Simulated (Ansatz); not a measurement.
# Lattice dynamics of Lu3SnC (Pm-3m)

Task: relax Lu3SnC (Pm-3m), then find its harmonic phonons.

Calculated with Ansatz 0.2.0; DFT PBEsol, scalar-relativistic, plane waves, PAW; PAW set soft_1.

**1. The starting structure**

Symmetry: Pm-3m, No. 221, cubic system. Conventional cell: a = 4.728 Å, b = 4.728 Å, c = 4.728 Å, α = 90.00°, β = 90.00°, γ = 90.00°. Nearest to Lu lie 2 C at 2.36 Å and 8 Lu at 3.34 Å and 4 Sn at 3.34 Å. Sn has 12 Lu at 3.34 Å nearest. C has 6 Lu at 2.36 Å nearest. Farther neighbours are not listed.

**2. Relaxation**

Harmonic phonons are second derivatives at a point where the forces vanish, and they are wanted at zero stress, so atoms and cell are relaxed first.

Input file input.yaml:

```yaml
crystal:
  lattice:
    - [4.72821961, 0.0, 0.0]
    - [0.0, 4.72821961, 0.0]
    - [0.0, 0.0, 4.72821961]
  atoms:
    - { symbol: Lu, position: [0.5, 0.0, 0.5] }
    - { symbol: Lu, position: [0.5, 0.5, 0.0] }
    - { symbol: Lu, position: [0.0, 0.5, 0.5] }
    - { symbol: Sn, position: [0.0, 0.0, 0.0] }
    - { symbol: C, position: [0.5, 0.5, 0.5] }
kpoints:
  mp_grid: { grid: [8, 8, 8] }
hamiltonian:
  xc: pbesol
  pseudopotentials: { kind: paw, azcp: { folder: soft_1 }, xc_functional: pbe }
scf:
  occupations: { method: gaussian, width: 0.1 }
output:
  forces: true
  stress: true
  eigenvalues: true
  write_density: true
  write_potential: true
  elf: true
  volumetric_format: npy
relax:
  adjacent_minimum: "off"
  f_tol: 0.005
  max_steps: 80
  cell: { stress_tol: 0.05 }
```

Command:

```console
ansatz run input.yaml --threads 4 --pin off --max-ram 10240MiB --backend cpu --events-out ev --progress --plain --runs-dir out
```

Numbers of over 12 decimals in the logs are rounded to 6 here.

Output:

```text
Engine: ansatz 0.2.0, aarch64-unknown-linux-gnu
Pseudopotentials: kind: paw
Pseudopotential: Lu, paw, valence charge 25, recommended cutoff 420 eV (normal), soft_1/Lu.paw.azcp
Pseudopotential: Sn, paw, valence charge 14, recommended cutoff 420 eV (normal), soft_1/Sn.paw.azcp
Pseudopotential: C, paw, valence charge 4, recommended cutoff 420 eV (normal), soft_1/C.paw.azcp
Functional definition: PBEsol
  exchange = pbesol_x
  correlation = pbesol_c
Crystal: 5 atoms, lattice volume = 105.704 Å³
Basis set: ecut = 420 eV, 2103 PW (Γ), exchange–correlation on 64×64×64 points (8 copies of the dense FFT grid, shifted against one another)
Bands: 56, of which v1, the nominal top of the filled ones, is band 47 counted from 1 (46 counted from 0)
Symmetry: 48 space group operations
Space group: Pm-3m (ITA 221), of the structure as read, at distance tolerance 4.7e-5 Å
k-points: 35 of 512
Non-local potential: Lu, projectors of the file, l = 0: 3, l = 1: 2, l = 2: 2, l = 3: 3
Non-local potential: Sn, projectors of the file, l = 0: 2, l = 1: 2, l = 2: 2, l = 3: 1
Non-local potential: C, projectors of the file, l = 0: 2, l = 1: 2, l = 2: 1
PAW form: soft (Blöchl's): semilocal exchange-correlation on the pseudo side does not see the compensation charge
PAW frozen core: Lu, regenerated for the run's functional, and the local potential with it (the file was generated under x = pbe(κ = 0.804, μ = 0.219515), c = pbe(β = 0.066725))
PAW frozen core: Sn, regenerated for the run's functional, and the local potential with it (the file was generated under x = pbe(κ = 0.804, μ = 0.219515), c = pbe(β = 0.066725))
PAW frozen core: C, regenerated for the run's functional, and the local potential with it (the file was generated under x = pbe(κ = 0.804, μ = 0.219515), c = pbe(β = 0.066725))
PAW one-centre angular grid: Lu, 590 points (default); XC on 64 Gauss nodes
PAW one-centre angular grid: Sn, 590 points (default); XC on 64 Gauss nodes
PAW one-centre angular grid: C, 110 points (default); XC on 64 Gauss nodes
Initial density: superposition of atomic densities (chi_scale 0.1, normalization cell, long waves kept (reshape's long-wave potential 0.00 eV rms))
Initial wavefunctions: pseudopotential atomic-orbital guess
Functional: x = pbesol(κ = 0.804, μ = 0.123457), c = pbesol(β = 0.046)
SCF iter   1: F=—  HF=-50039.102837 eV  |F-HF|=—  |Δ(HF+E_count)|=         —  Δρ=6.05e-2  dr2=1.05e1  ethr=3.10e-3  ⟨swp⟩=7.6  Hψ=8517  notcnv=0  defer=2
preconditioner: auto → Kerker (q_TF=auto, 2.671 Å⁻¹)  [metal: Δε(μ)=0.053 eV  Ē_g=13.545 eV  σ=0.100 eV  W_gap=0.29  n_scr=32 (ndim 8)  ℏωp=33.7 eV  f_vac=0.000  D(μ)=1.47/eV (n_scr^D=6)]
SCF iter   2: F=—  HF=-50037.192592 eV  |F-HF|=—  |Δ(HF+E_count)|=    1.91e0  Δρ=2.96e-2  dr2=2.97e0  ethr=3.10e-3  ⟨swp⟩=4.0  Hψ=4253  notcnv=0  defer=110
SCF iter   3: F=—  HF=-50036.474998 eV  |F-HF|=—  |Δ(HF+E_count)|=   7.18e-1  Δρ=1.23e-2  dr2=4.47e-1  ethr=3.10e-3  ⟨swp⟩=3.5  Hψ=3423  notcnv=0  defer=119
SCF iter   4: F=—  HF=-50036.382464 eV  |F-HF|=—  |Δ(HF+E_count)|=   9.25e-2  Δρ=6.70e-3  dr2=3.54e-2  ethr=4.81e-4  ⟨swp⟩=4.3  Hψ=4744  notcnv=0  defer=116
SCF iter   5: F=—  HF=-50036.350830 eV  |F-HF|=—  |Δ(HF+E_count)|=   3.16e-2  Δρ=2.04e-3  dr2=4.69e-3  ethr=3.81e-5  ⟨swp⟩=3.2  Hψ=5678  notcnv=0  defer=106
SCF iter   6: F=—  HF=-50036.347676 eV  |F-HF|=—  |Δ(HF+E_count)|=   3.15e-3  Δρ=1.02e-3  dr2=1.40e-3  ethr=5.04e-6  ⟨swp⟩=3.1  Hψ=4664  notcnv=0  defer=106
SCF iter   7: F=—  HF=-50036.347208 eV  |F-HF|=—  |Δ(HF+E_count)|=   4.68e-4  Δρ=2.80e-4  dr2=1.20e-4  ethr=1.51e-6  ⟨swp⟩=2.0  Hψ=3057  notcnv=0  defer=106
SCF iter   8: F=—  HF=-50036.347225 eV  |F-HF|=—  |Δ(HF+E_count)|=   1.77e-5  Δρ=1.41e-4  dr2=2.47e-5  ethr=1.29e-7  ⟨swp⟩=2.8  Hψ=3487  notcnv=0  defer=106
SCF iter   9: F=—  HF=-50036.347119 eV  |F-HF|=—  |Δ(HF+E_count)|=   1.06e-4  Δρ=3.51e-5  dr2=2.04e-6  ethr=2.65e-8  ⟨swp⟩=3.3  Hψ=4886  notcnv=0  defer=106
SCF iter  10: F=—  HF=-50036.347120 eV  |F-HF|=—  |Δ(HF+E_count)|=   7.79e-7  Δρ=1.31e-5  dr2=1.67e-7  ethr=2.19e-9  ⟨swp⟩=3.2  Hψ=4343  notcnv=0  defer=106
SCF iter  11: F=-50036.347120 eV  HF=-50036.347120 eV  |F-HF|=1.15e-8  |Δ(HF+E_count)|=   2.25e-8  Δρ=4.18e-6  dr2=2.14e-8  ethr=1.08e-10  ⟨swp⟩=23.7  Hψ=27987  notcnv=0
SCF 1 converged in 11 iterations: F = -50036.347120 eV  dr2 = 2.14e-8
  greatest PAW one-centre occupation: 0.998 electrons in one spin orbital (limit 2), on the Lu atom at site 2 (counted from 0), in its partial waves of l = 0
relax step   1: F+E_penalty+E_count = -50036.34712002 eV  Δ(F+E_penalty+E_count) = +0.000e0 eV  max|allowed force component| = 8.841e-29 eV/Å  Δτ_max = 0.0000 Å  P = -2.576 GPa  Ω = 105.704 Å³  (11 SCF iters, dr2 threshold 1.00e-7 eV, accepted)
Crystal: 5 atoms, lattice volume = 100.165 Å³
Basis set: ecut = 420 eV, 1935 PW (Γ), exchange–correlation on 64×64×64 points (8 copies of the dense FFT grid, shifted against one another)
Initial density: handed on by an earlier stage of this run
Initial wavefunctions: those handed on with the density
iter 1 solved again at ethr=1.23e-4 eV; its pass at ethr=3.10e-3 eV (dr2=1.15e-1 eV) is discarded
SCF iter   1: F=—  HF=-50036.381297 eV  |F-HF|=—  |Δ(HF+E_count)|=         —  Δρ=6.98e-3  dr2=1.18e-1  ethr=1.23e-4  ⟨swp⟩=2.0  Hψ=12514  notcnv=0
preconditioner: auto → Kerker (q_TF=auto, 2.695 Å⁻¹)  [metal: Δε(μ)=0.046 eV  Ē_g=13.668 eV  σ=0.100 eV  W_gap=0.25  n_scr=26 (ndim 8)  ℏωp=34.6 eV  f_vac=0.000  D(μ)=2.04/eV (n_scr^D=18)]
SCF iter   2: F=—  HF=-50036.361031 eV  |F-HF|=—  |Δ(HF+E_count)|=   2.03e-2  Δρ=2.49e-3  dr2=2.66e-2  ethr=1.23e-4  ⟨swp⟩=2.7  Hψ=3244  notcnv=0
SCF iter   3: F=—  HF=-50036.356853 eV  |F-HF|=—  |Δ(HF+E_count)|=   4.18e-3  Δρ=1.70e-3  dr2=6.56e-3  ethr=2.87e-5  ⟨swp⟩=2.0  Hψ=3249  notcnv=0  defer=1
SCF iter   4: F=—  HF=-50036.354402 eV  |F-HF|=—  |Δ(HF+E_count)|=   2.45e-3  Δρ=1.06e-3  dr2=2.91e-3  ethr=7.05e-6  ⟨swp⟩=2.8  Hψ=4157  notcnv=0  defer=1
SCF iter   5: F=—  HF=-50036.353361 eV  |F-HF|=—  |Δ(HF+E_count)|=   1.04e-3  Δρ=2.73e-4  dr2=2.10e-4  ethr=3.13e-6  ⟨swp⟩=2.0  Hψ=2987  notcnv=0  defer=1
SCF iter   6: F=—  HF=-50036.353214 eV  |F-HF|=—  |Δ(HF+E_count)|=   1.47e-4  Δρ=1.50e-4  dr2=1.62e-5  ethr=2.26e-7  ⟨swp⟩=2.5  Hψ=3623  notcnv=0  defer=1
SCF iter   7: F=—  HF=-50036.353222 eV  |F-HF|=—  |Δ(HF+E_count)|=   8.15e-6  Δρ=6.01e-5  dr2=4.47e-6  ethr=1.74e-8  ⟨swp⟩=3.1  Hψ=4026  notcnv=0  defer=1
SCF iter   8: F=—  HF=-50036.353220 eV  |F-HF|=—  |Δ(HF+E_count)|=   1.80e-6  Δρ=2.74e-5  dr2=4.68e-7  ethr=5.38e-10  ⟨swp⟩=19.7  Hψ=26872  notcnv=0
SCF iter   9: F=-50036.353220 eV  HF=-50036.353220 eV  |F-HF|=3.53e-8  |Δ(HF+E_count)|=   3.35e-7  Δρ=7.49e-6  dr2=3.84e-8  ethr=5.03e-10  ⟨swp⟩=12.7  Hψ=20939  notcnv=0
SCF 2 converged in 9 iterations: F = -50036.353220 eV  dr2 = 3.84e-8
  Residual-converged pass: ⟨swp⟩=1.0  Hψ=2100  notcnv=0  max |occ|·‖R‖ = 7.1e-9 eV (tolerance 1.0e-8 eV)  dr2=3.84e-8  dr2_onsite=1.79e-7  max |Δocc| = 2.6e-11
relax step   2: F+E_penalty+E_count = -50036.35322008 eV  Δ(F+E_penalty+E_count) = -6.100e-3 eV  max|allowed force component| = 5.441e-29 eV/Å  Δτ_max = 0.0000 Å  P = +2.631 GPa  Ω = 100.165 Å³  energy of the carried Pulay correction = +2.807e-3 eV  (9 SCF iters, dr2 threshold 5.00e-7 eV, accepted)
Crystal: 5 atoms, lattice volume = 102.890 Å³
Basis set: ecut = 420 eV, 2007 PW (Γ), exchange–correlation on 64×64×64 points (8 copies of the dense FFT grid, shifted against one another)
iter 1 solved again at ethr=3.43e-5 eV; its pass at ethr=3.10e-3 eV (dr2=3.19e-2 eV) is discarded
SCF iter   1: F=—  HF=-50036.380374 eV  |F-HF|=—  |Δ(HF+E_count)|=         —  Δρ=3.61e-3  dr2=3.29e-2  ethr=3.43e-5  ⟨swp⟩=1.9  Hψ=11829  notcnv=0
preconditioner: auto → Kerker (q_TF=auto, 2.683 Å⁻¹)  [metal: Δε(μ)=0.037 eV  Ē_g=13.698 eV  σ=0.100 eV  W_gap=0.21  n_scr=32 (ndim 8)  ℏωp=34.1 eV  f_vac=0.000  D(μ)=2.13/eV (n_scr^D=18)]
SCF iter   2: F=—  HF=-50036.374732 eV  |F-HF|=—  |Δ(HF+E_count)|=   5.64e-3  Δρ=1.29e-3  dr2=7.17e-3  ethr=3.43e-5  ⟨swp⟩=2.0  Hψ=2970  notcnv=0
SCF iter   3: F=—  HF=-50036.373507 eV  |F-HF|=—  |Δ(HF+E_count)|=   1.22e-3  Δρ=7.61e-4  dr2=1.60e-3  ethr=7.71e-6  ⟨swp⟩=2.0  Hψ=2999  notcnv=0
SCF iter   4: F=—  HF=-50036.373023 eV  |F-HF|=—  |Δ(HF+E_count)|=   4.84e-4  Δρ=5.07e-4  dr2=6.78e-4  ethr=1.72e-6  ⟨swp⟩=2.5  Hψ=4155  notcnv=0
SCF iter   5: F=—  HF=-50036.372774 eV  |F-HF|=—  |Δ(HF+E_count)|=   2.48e-4  Δρ=1.41e-4  dr2=4.84e-5  ethr=7.29e-7  ⟨swp⟩=2.1  Hψ=3165  notcnv=0
SCF iter   6: F=—  HF=-50036.372663 eV  |F-HF|=—  |Δ(HF+E_count)|=   1.11e-4  Δρ=6.48e-5  dr2=3.85e-6  ethr=5.21e-8  ⟨swp⟩=2.5  Hψ=3696  notcnv=0
SCF iter   7: F=—  HF=-50036.372665 eV  |F-HF|=—  |Δ(HF+E_count)|=   1.87e-6  Δρ=2.64e-5  dr2=1.01e-6  ethr=4.14e-9  ⟨swp⟩=2.8  Hψ=3720  notcnv=0
SCF iter   8: F=-50036.372665 eV  HF=-50036.372665 eV  |F-HF|=8.02e-8  |Δ(HF+E_count)|=   4.16e-7  Δρ=7.35e-6  dr2=5.04e-8  ethr=5.38e-10  ⟨swp⟩=19.6  Hψ=27096  notcnv=0
SCF 3 converged in 8 iterations: F = -50036.372665 eV  dr2 = 5.04e-8
relax step   3: F+E_penalty+E_count = -50036.37266458 eV  Δ(F+E_penalty+E_count) = -1.944e-2 eV  max|allowed force component| = 7.134e-29 eV/Å  Δτ_max = 0.0000 Å  P = -0.115 GPa  Ω = 102.890 Å³  energy of the carried Pulay correction = +1.408e-3 eV  (8 SCF iters, dr2 threshold 5.00e-7 eV, accepted)
[...]
relax step   4: F+E_penalty+E_count = -50036.37276911 eV  Δ(F+E_penalty+E_count) = -1.045e-4 eV  max|allowed force component| = 2.530e-29 eV/Å  Δτ_max = 0.0000 Å  P = -0.002 GPa  Ω = 102.770 Å³  energy of the carried Pulay correction = +1.468e-3 eV  (6 SCF iters, dr2 threshold 3.28e-8 eV, accepted)
Initial wavefunctions: pseudopotential atomic-orbital guess (no wavefunctions were taken with the density)
iter 1 solved again at ethr=1.48e-7 eV; its pass at ethr=3.10e-3 eV (dr2=1.37e-4 eV) is discarded
SCF iter   1: F=—  HF=-50036.371416 eV  |F-HF|=—  |Δ(HF+E_count)|=         —  Δρ=4.14e-5  dr2=2.67e-7  ethr=1.48e-7  ⟨swp⟩=5.8  Hψ=19086  notcnv=0
preconditioner: auto → Kerker (q_TF=auto, 2.683 Å⁻¹)  [metal: Δε(μ)=0.050 eV  Ē_g=13.677 eV  σ=0.100 eV  W_gap=0.28  n_scr=32 (ndim 8)  ℏωp=34.2 eV  f_vac=0.000  D(μ)=2.13/eV (n_scr^D=18)]
SCF iter   2: F=—  HF=-50036.371310 eV  |F-HF|=—  |Δ(HF+E_count)|=   1.06e-4  Δρ=3.06e-5  dr2=4.28e-7  ethr=2.87e-10  ⟨swp⟩=4.1  Hψ=6506  notcnv=0
SCF iter   3: F=—  HF=-50036.371310 eV  |F-HF|=—  |Δ(HF+E_count)|=   6.87e-8  Δρ=1.66e-5  dr2=6.58e-8  ethr=2.87e-10  ⟨swp⟩=3.0  Hψ=4262  notcnv=0
SCF iter   4: F=—  HF=-50036.371310 eV  |F-HF|=—  |Δ(HF+E_count)|=   3.55e-8  Δρ=4.66e-6  dr2=7.32e-9  ethr=7.08e-11  ⟨swp⟩=2.2  Hψ=3705  notcnv=0
SCF iter   5: F=—  HF=-50036.371310 eV  |F-HF|=—  |Δ(HF+E_count)|=   3.36e-9  Δρ=1.01e-6  dr2=2.63e-10  ethr=7.87e-12  ⟨swp⟩=2.7  Hψ=4035  notcnv=0
SCF iter   6: F=—  HF=-50036.371310 eV  |F-HF|=—  |Δ(HF+E_count)|=  4.66e-10  Δρ=3.52e-7  dr2=1.41e-10  ethr=1.00e-12  ⟨swp⟩=12.7  Hψ=18270  notcnv=0
SCF iter   7: F=-50036.371310 eV  HF=-50036.371310 eV  |F-HF|=7.28e-12  |Δ(HF+E_count)|=  2.18e-11  Δρ=9.94e-8  dr2=1.34e-11  ethr=1.00e-12  ⟨swp⟩=8.5  Hψ=14842  notcnv=0
SCF 5 converged in 7 iterations: F = -50036.371310 eV  dr2 = 1.34e-11
relax step   5: F+E_penalty+E_count = -50036.37131009 eV  Δ(F+E_penalty+E_count) = +1.459e-3 eV  max|allowed force component| = 3.815e-29 eV/Å  Δτ_max = 0.0000 Å  P = -0.012 GPa  Ω = 102.770 Å³  stress off target by 1.21e-2 GPa  SCF on the basis re-selected at this cell (its energy is not comparable with the rows above)  (7 SCF iters)
basis re-selected at this cell: Δ(F+E_penalty+E_count) = +1.459e-3 eV, ΔP = -0.010 GPa vs the last step (what re-selecting the basis moved, of the pressure what is left beyond the Pulay correction that the steps carried, after the strain that the cell walked since its last selection, with what the two solves' SCF thresholds leave and, on support functions, any second-order correction that the steps lacked; it is no m [...]
SCF converged after 7 iterations
Free energy (F): -50036.371310 eV
Harris-Foulkes:  -50036.371310 eV  (|F-HF|=7.28e-12)
Internal energy: -50036.360649 eV  (E = F + TS)
E sigma→0 (E₀):  -50036.365980 eV
Entropy (-TS):   -0.010661 eV (-2.132 meV/atom)
Fermi energy:    15.591077 eV
--- Per-component energies (eV) ---
  E_band       = 146.203562
  E_kinetic    = 1521.843471
  E_local      = -21067.417915  (includes V_loc(G=0)·N_el)
  E_nonlocal   = 2221.520396
  E_hartree    = 8938.953572
  E_xc         = -795.848667
  E_vxc        = -901.922937  (∫ρ·V_xc dr)
  E_paw        = -26292.936789  (= ΣΔE_a)
  E_vpaw       = 494.273347  (= ΣTr[D̂ρ^β])
  E_aug_tail   = 0.000256  (compensation charges beyond the density's cutoff)
  E_ewald      = -14566.356568
  E_core_change = 3.881594  (= ΣΔE_core)
  E_smearing   = -0.010661  (= −TS)
  E_closure    = 0.000000  (closes the sum)
  Σ components = -50036.371310   (vs F -50036.371310, Δ=0.00e0)
--- Forces (eV/Å), atoms counted from 1 ---
  atom   1  Lu     0.00000000    -0.00000000     0.00000000
  atom   2  Lu    -0.00000000     0.00000000     0.00000000
  atom   3  Lu     0.00000000    -0.00000000     0.00000000
  atom   4  Sn     0.00000000    -0.00000000    -0.00000000
  atom   5  C      0.00000000     0.00000000     0.00000000
  max |Σ_I F_I| component: 4.73e-29 eV/Å
--- Stress (GPa, compression-positive) ---
       -0.012076       0.000000       0.000000
        0.000000      -0.012076       0.000000
        0.000000       0.000000      -0.012076
  P = ⅓ Tr σ = -0.0121 GPa (-0.121 kbar)
--- Band table (eV; the first three rows and the last of 35) ---
  k-point 0: bands = [... 43 lower, 14.1011, 14.1011, 14.8897, 14.8897, 14.8897, 16.2533, 16.2533, 16.2533, ... 5 higher]
  k-point 1: bands = [... 43 lower, 14.1351, 14.5649, 14.6315, 14.6315, 14.9529, 15.6390, 16.6439, 16.6439, ... 5 higher]
  k-point 2: bands = [... 43 lower, 13.9184, 14.2478, 14.2478, 14.5960, 15.1247, 15.7714, 17.3996, 17.3996, ... 5 higher]
  k-point 34: bands = [... 43 lower, 13.4049, 13.4049, 13.4049, 16.2433, 16.2433, 16.2433, 17.4329, 17.4329, ... 5 higher]
--- Relaxed structure (4 steps of the walk, 4 accepted, 1 SCFs on fresh bases) ---
  F+E_penalty+E_count = -50036.37131009 eV   max|allowed force component| = 3.815e-29 eV/Å   (the final SCF, on the basis selected at the relaxed cell)
  cell:  # Å, volume = 102.7698 Å³
    - [4.684054, 0, 0]
    - [0, 4.684054, 0]
    - [0, 0, 4.684054]
  atoms:
    - { symbol: Lu, position: [0.5, 0, 0.5] }
    - { symbol: Lu, position: [0.5, 0.5, 0] }
    - { symbol: Lu, position: [0, 0.5, 0.5] }
    - { symbol: Sn, position: [0, 0, 0] }
    - { symbol: C, position: [0.5, 0.5, 0.5] }
```

Run time: 28 s. Hardware: 4 threads of Arm Neoverse V1, shared host; peak memory 0.57 GiB; 1.8 min of CPU time.

The steps of the relaxation:

| step | energy less that of the first step (eV) | largest force component (eV/Å) | pressure (GPa) | volume (Å³) |
| --- | --- | --- | --- | --- |
| 1 | 0.0000 | 0.0000 | -2.58 | 105.70 |
| 2 | -0.0061 | 0.0000 | 2.63 | 100.16 |
| 3 | -0.0255 | 0.0000 | -0.11 | 102.89 |
| 4 | -0.0256 | 0.0000 | 0.00 | 102.77 |
| 5* | -0.0242 | 0.0000 | -0.01 | 102.77 |

Relaxation steps marked * repeat the geometry before them on a plane-wave basis chosen anew for their cell, so energy and pressure can jump there.

Forces are held to the 48 operations that the run works with; a distortion that breaks them can't arise in this run.

| conventional cell, symmetrised | before | after | change |
| --- | --- | --- | --- |
| a (Å) | 4.728 | 4.684 | -0.9 % |
| b (Å) | 4.728 | 4.684 | -0.9 % |
| c (Å) | 4.728 | 4.684 | -0.9 % |
| volume (Å³/atom) | 21.14 | 20.55 | -2.8 % |

The relaxed structure:

```xyz
5
Lattice="4.6841 0.0000 0.0000 0.0000 4.6841 0.0000 0.0000 0.0000 4.6841" Properties=species:S:1:pos:R:3 pbc="T T T"
Lu    2.3420    0.0000    2.3420
Lu    2.3420    2.3420    0.0000
Lu    0.0000    2.3420    2.3420
Sn    0.0000    0.0000    0.0000
C     2.3420    2.3420    2.3420
```

Numbers from this step:

```
pressure          : -0.01208 GPa
volume per atom   : 20.55 Å³
gap on the k-mesh : 0 eV
```

ELF in the ac plane at fractional y = 0.500, with atoms of Lu and C within 0.2 Å of it. It is the smooth field of the valence electrons, not physical close to the nuclei.

Values, 14 rows by 14 columns, each cell a mean:
```
0.40 0.33 0.17 0.09 0.39 0.78 0.84 0.80 0.84 0.67 0.20 0.10 0.24 0.38
0.25 0.23 0.16 0.08 0.20 0.55 0.77 0.80 0.70 0.40 0.11 0.11 0.19 0.24
0.10 0.10 0.11 0.12 0.12 0.20 0.34 0.39 0.29 0.15 0.11 0.12 0.11 0.10
0.24 0.16 0.09 0.16 0.30 0.33 0.32 0.31 0.32 0.33 0.25 0.11 0.11 0.20
0.72 0.58 0.27 0.16 0.51 0.72 0.74 0.73 0.74 0.67 0.33 0.15 0.40 0.67
0.83 0.82 0.55 0.18 0.54 0.77 0.63 0.51 0.71 0.74 0.32 0.29 0.70 0.84
0.73 0.84 0.68 0.22 0.53 0.71 0.29 0.08 0.51 0.73 0.31 0.39 0.80 0.80
0.80 0.84 0.63 0.20 0.54 0.75 0.48 0.29 0.63 0.74 0.32 0.34 0.77 0.84
0.81 0.71 0.39 0.16 0.53 0.76 0.75 0.71 0.77 0.72 0.33 0.20 0.55 0.78
0.46 0.32 0.14 0.16 0.41 0.53 0.54 0.53 0.54 0.51 0.30 0.12 0.20 0.39
0.09 0.08 0.09 0.14 0.16 0.16 0.20 0.22 0.18 0.16 0.16 0.12 0.08 0.09
0.17 0.17 0.14 0.09 0.14 0.39 0.63 0.68 0.55 0.27 0.09 0.11 0.16 0.17
0.35 0.30 0.17 0.08 0.32 0.71 0.84 0.84 0.82 0.58 0.16 0.10 0.23 0.33
0.44 0.35 0.17 0.09 0.46 0.81 0.80 0.73 0.83 0.72 0.24 0.10 0.25 0.40
```
Columns run along a (4.7 Å), rows up along c (4.7 Å). Atoms in or near the plane, at fractional coordinates: Lu at (0.50, 0.00), Lu at (0.00, 0.50), C at (0.50, 0.50).

Electrostatic potential energy in the ac plane at fractional y = 0.500, with atoms of Lu and C within 0.2 Å of it. With pseudopotentials it is smooth inside the atoms' cores, unlike the true potential.

Values in eV, 14 rows by 14 columns, each cell a mean:
```
 18  17  16  11  -3 -34 -65 -72 -54 -20   5  13  17  18
 17  16  15  13   5 -12 -33 -40 -25  -4   9  14  16  17
 13  14  14  14  11   6  -2  -4   1   9  13  14  14  13
  4   7  11  14  15  14  12  11  13  14  15  13   9   5
-25 -14   2  12  15  14   7   4  10  15  14   9  -4 -20
-62 -43 -13   8  13   4 -20 -28 -10  10  13   1 -25 -54
-77 -62 -24   5  11  -8 -40 -50 -28   4  11  -4 -40 -72
-72 -54 -19   7  12  -2 -31 -40 -20   7  12  -2 -33 -65
-40 -26  -4  10  15  11  -2  -8   4  14  14   6 -12 -34
 -6   0   8  13  15  15  12  11  13  15  15  11   5  -3
 10  12  13  14  13  10   7   5   8  12  14  14  13  11
 16  16  15  13   8  -4 -19 -24 -13   2  11  14  15  16
 17  17  16  12   0 -26 -54 -62 -43 -14   7  14  16  17
 18  17  16  10  -6 -40 -72 -77 -62 -25   4  13  17  18
```
Columns run along a (4.7 Å; values clipped at the 3rd and 97th percentile), rows up along c (4.7 Å). Atoms in or near the plane, at fractional coordinates: Lu at (0.50, 0.00), Lu at (0.00, 0.50), C at (0.50, 0.50).

Valence density in the ac plane at fractional y = 0.500, with atoms of Lu and C within 0.2 Å of it. It is the smooth field of the valence electrons, not physical close to the nuclei.

Ten steps, logarithmic in the rise over the least value, from '0' (0 e/Å³) to '9' (42 e/Å³), each cell a mean:
```
00002589741000
00001356420000
00000122200000
10000011100001
43100122110024
86311233211247
98411233321269
97411233321258
64201122210135
21000111100012
00000011100000
00000244310000
00001478630000
00002699841000
```
Columns run along a (4.7 Å), rows up along c (4.7 Å). Atoms in or near the plane, at fractional coordinates: Lu at (0.50, 0.00), Lu at (0.00, 0.50), C at (0.50, 0.50).

In this step the volume went from 21.14 to 20.55 Å³/atom.

[end of part 1 of 3]

[Logs are printed without paths, hosts, clocks, repeated set-up lines and the standing remarks that a program may print on its own settings, such as how far it seeks lower states.]

[Hosts, paths, dates, database ids (printed as entryN), source tags and the programs' standing remarks are cut or masked in the printed files.]
